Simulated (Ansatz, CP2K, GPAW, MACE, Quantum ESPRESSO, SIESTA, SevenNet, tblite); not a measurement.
# GPAW on H-capped AlP nanocrystal (rod) (34 atoms): settings against a plane-wave reference, part 2 of 2

How do the settings of GPAW change the result for H-capped AlP nanocrystal (rod) (34 atoms)? A plane-wave run serves as the yardstick.

Program: GPAW 26.7.0; the method stands at each step. Banners, paths, timers and routine set-up lines are dropped from the logs unmarked, and long logs keep their key lines alone; longer cuts are marked.

So far. Step 3 (PBE, LCAO sz(dzp), h 0.2 Å): Against the first run (16 %), the force difference from the reference is 148 %, at 0.73 times the CPU time, with 70 basis functions against 266: the smaller basis costs accuracy. Step 4 (PBE, LCAO szp(dzp), h 0.2 Å): Against the first run (16 %), the force difference from the reference is 77 %, at 0.93 times the CPU time, with 196 basis functions against 266: the smaller basis costs accuracy.

### 5. PBE, LCAO dzp, h 0.2 Å, other mixer settings

Method: Kohn-Sham DFT, PBE, PAW, atomic orbitals (dzp).

run.py reads:

```python
import numpy as np
from ase.io import read
from gpaw import GPAW, FermiDirac, Mixer

atoms = read("structure.xyz")
atoms.calc = GPAW(
    mode="lcao",
    basis="dzp",
    h=0.2,
    xc="PBE",
    kpts={"size": (1, 1, 1), "gamma": True},
    occupations=FermiDirac(0.05),
    mixer=Mixer(0.03, 7, 100),
    maxiter=200,
    symmetry={"point_group": False},
    txt="gpaw.txt",
)
energy = atoms.get_potential_energy(force_consistent=True)
forces = atoms.get_forces()
print(f"energy {energy:.6f} eV")
print("forces (eV/A)")
for i, (a, f) in enumerate(zip(atoms, forces)):
    print(f"{i:4d} {a.symbol:2s} {f[0]:10.5f} {f[1]:10.5f} {f[2]:10.5f}")
print(f"Fermi level {atoms.calc.get_fermi_level():.4f} eV")
for k in range(len(atoms.calc.get_ibz_k_points())):
    for s in range(atoms.calc.get_number_of_spins()):
        e = atoms.calc.get_eigenvalues(kpt=k, spin=s)
        n = np.searchsorted(e, atoms.calc.get_fermi_level())
        print(f"k {k} spin {s} levels about the Fermi level:", np.round(e[max(n - 6, 0):n], 4).tolist(), "|", np.round(e[n:n + 6], 4).tolist())
```

structure.xyz reads:

```xyz
34
Lattice="15.82930 0.00000 0.00000 0.00000 15.82930 0.00000 0.00000 0.00000 21.29230" Properties=species:S:1:pos:R:3 pbc="T T T"
[... 34 atom lines left out: the same atoms as in the first run ...]
```

The run is started by

```console
$ OMP_NUM_THREADS=1 python run.py > output.txt
```

Log:

```text
energy -124.334381 eV
forces (eV/A)
   0 P     0.23896   -0.49136   -0.41193
   1 P     1.76979   -2.17369   -2.71401
   2 P     0.00301    0.59745   -1.34786
   3 P     1.11467   -0.05553    0.33347
   4 P     2.19046    1.62802    3.25321
   5 Al   -0.19752    1.84297   -1.28406
   6 Al    0.26355    0.37898   -0.17137
   7 Al   -0.95520   -0.81225    1.26483
   8 P     0.22472   -0.53449    0.03268
   9 Al   -0.17997    2.02998    1.14884
  10 Al    0.85566   -0.93459   -1.10548
  11 Al   -0.53287    0.35327    0.82887
[...]
29 H    -0.42921   -0.09206   -0.46195
  30 H    -0.31934   -0.06603   -0.07468
  31 H     0.39496    0.78828    0.89531
  32 H    -0.70890   -0.77448    0.46265
  33 H     0.56497    0.45892    0.07642
Fermi level -4.0580 eV
k 0 spin 0 levels about the Fermi level: [-6.294, -6.145, -5.8786, -5.7412, -5.5989, -5.4159] | [-2.1114, -1.4104, -1.217, -1.0752, -0.7655, -0.6431]
```

gpaw.txt:

```text
Input parameters:
  mode=LCAO(),
  basis={'default': 'dzp'},
  h=0.2,
  kpts=MonkhorstPack(size=(1, 1, 1), gamma=True),
  maxiter=200,
  mixer=Pulay(name='pulay', nmaxold=7, beta=0.03, weight=100, sigma=0.015, g_ss=None),
  occupations=Occupations(name='fermi-dirac', width=0.05, fixmagmom=False),
[... lines left out ...]
  Fermi-Dirac:
[... lines left out ...]
convergence criteria:
- Maximum [total energy] change in last 3 cyles: 0.0005 eV / valence electron
[... lines left out ...]
Converged in 13 steps
[... lines left out ...]
  Free energy:    -124.334381
[... lines left out ...]
Fermi level: -4.058
[... lines left out ...]
|          0 |       -16.942 |     2.000 |
|        ... |               |           |
|         27 |        -6.577 |     2.000 |
|         28 |        -6.319 |     2.000 |
[...]
|         42 |        -0.248 |     0.000 |
|        ... |               |           |
|         45 |         0.045 |     0.000 |
Gap: 3.305 eV
Transition (v -> c):
  (s=0, k=0, n=34, [0.00, 0.00, 0.00]) -> (s=0, k=0, n=35, [0.00, 0.00, 0.00])
No difference between direct/indirect transitions
Force computation time: 1.891  # s
timing:  # [seconds]
  Total:  41.727  # ━━━━━━━━━━━━━━━━━━━━━━━━━━━━━━━━━━━━━━━━━━━━━━━━━━━━━━━━━
  Init:   10.267  # ━━━━━━━━━━━━━━
  SCF:    29.547  # ━━━━━━━━━━━━━━━━━━━━━━━━━━━━━━━━━━━━━━━━╸
  Forces:  1.891  # ━━╸
```

It took 43 s on 1 thread of Arm Neoverse V2, shared host; peak memory 1.4 GiB.

Numbers from this run, and their distance from the reference:

- r.m.s. force component: 0.9198 eV/Å
- r.m.s. difference of force components: 138.5 meV/Å
- longest difference of force vectors: 477.8 meV/Å
- force difference over r.m.s. force: 16.23 %
- slope of forces against the reference's: 1.067
- correlation of force components: 0.9906
- gap (highest filled to lowest empty level): 3.304 eV
- gap difference: 0.226 eV
- energy less the same-level run's: 0 meV/atom
- r.m.s. force difference from the same-level run: 0.92 meV/Å

Against the first run (16 %), the force difference from the reference is 16 %, at 1.3 times the CPU time (13 SCF steps against 9): another solver or mixer reaches the same state.

### 6. All runs compared

Differences are against the plane-wave reference, forces as r.m.s. over components; share is that over the reference's r.m.s. force, slope the least-squares factor from reference forces to these. Total energies of different programs have different zeros and aren't compared.

```csv
run,"Δ force, r.m.s. (meV/Å)",share (%),slope,Δ gap (eV),cores,CPU time,memory (GiB)
reference,-,-,-,-,4,20 min,7.7
"GPAW PBE, LCAO dzp, h 0.2 Å",138,16.2,1.067,0.226,1,33 s,1.8
"GPAW PBE, LCAO sz(dzp), h 0.2 Å (coarse)",1265,148,1.491,0.881,1,24 s,1.7
"GPAW PBE, LCAO szp(dzp), h 0.2 Å (coarse)",654,76.7,1.244,0.168,1,31 s,1.8
"GPAW PBE, LCAO dzp, h 0.2 Å, other mixer settings",139,16.2,1.067,0.226,1,42 s,1.4
```

Rows marked coarse were listed beforehand as settings not expected to be converged; some can still land near the reference.

CPU time is summed over cores on a shared host, where runs went side by side, so it is rough. Symmetry, cutoffs, thresholds, outputs and thread counts weren't matched or tuned between programs; memory under MPI is the largest rank's times the ranks.

Within one program, basis, potentials and functional, energies share a zero. Each run against its twin at the usual cutoff or grid and solver:

```csv
run,twin,Δ energy (meV/atom),"Δ force, r.m.s. (meV/Å)",CPU time over the twin's
"GPAW PBE, LCAO dzp, h 0.2 Å, other mixer settings","LCAO dzp, h 0.2 Å",0,0.92,1.3
```

### 7. Summary of results

| Quantity | Value |
| --- | --- |
| nearest in forces | a tie at 16 % of 2 runs: GPAW PBE, LCAO dzp, h 0.2 Å; GPAW PBE, LCAO dzp, h 0.2 Å, other mixer settings |

In words: The PBE runs in local orbitals, coarse settings apart, differ by 16 % in each run; basis, grid and potentials can all enter. Runs with settings chosen to be coarse differ by 77 % (GPAW PBE, LCAO szp(dzp), h 0.2 Å) to 148 % (GPAW PBE, LCAO sz(dzp), h 0.2 Å), their programs' other errors included. Of the electronic-structure runs that take under half the reference's CPU time, GPAW PBE, LCAO dzp, h 0.2 Å is among the nearest, at 16 % in 33 s against 20 min. At the same functional, gaps differ from the reference's 3.08 eV by between +0.17 and +0.88 eV. A likely cause of the wide gaps: compact atomic orbitals describe empty levels worse than filled ones. Caps of real hydrogen don't mimic the fractional bonds of a polar compound, so surface states and strained caps may belong to the model.

[Also dropped from logs without a mark: logging warnings of Python, and SIESTA's first energy breakdown and zero terms.]

[Logs are printed without paths, hosts, clocks, repeated set-up lines and the standing remarks that a program may print on its own settings, such as how far it seeks lower states.]

[Hosts, paths, dates, database ids (printed as entryN), source tags and the programs' standing remarks are cut or masked in the printed files.]
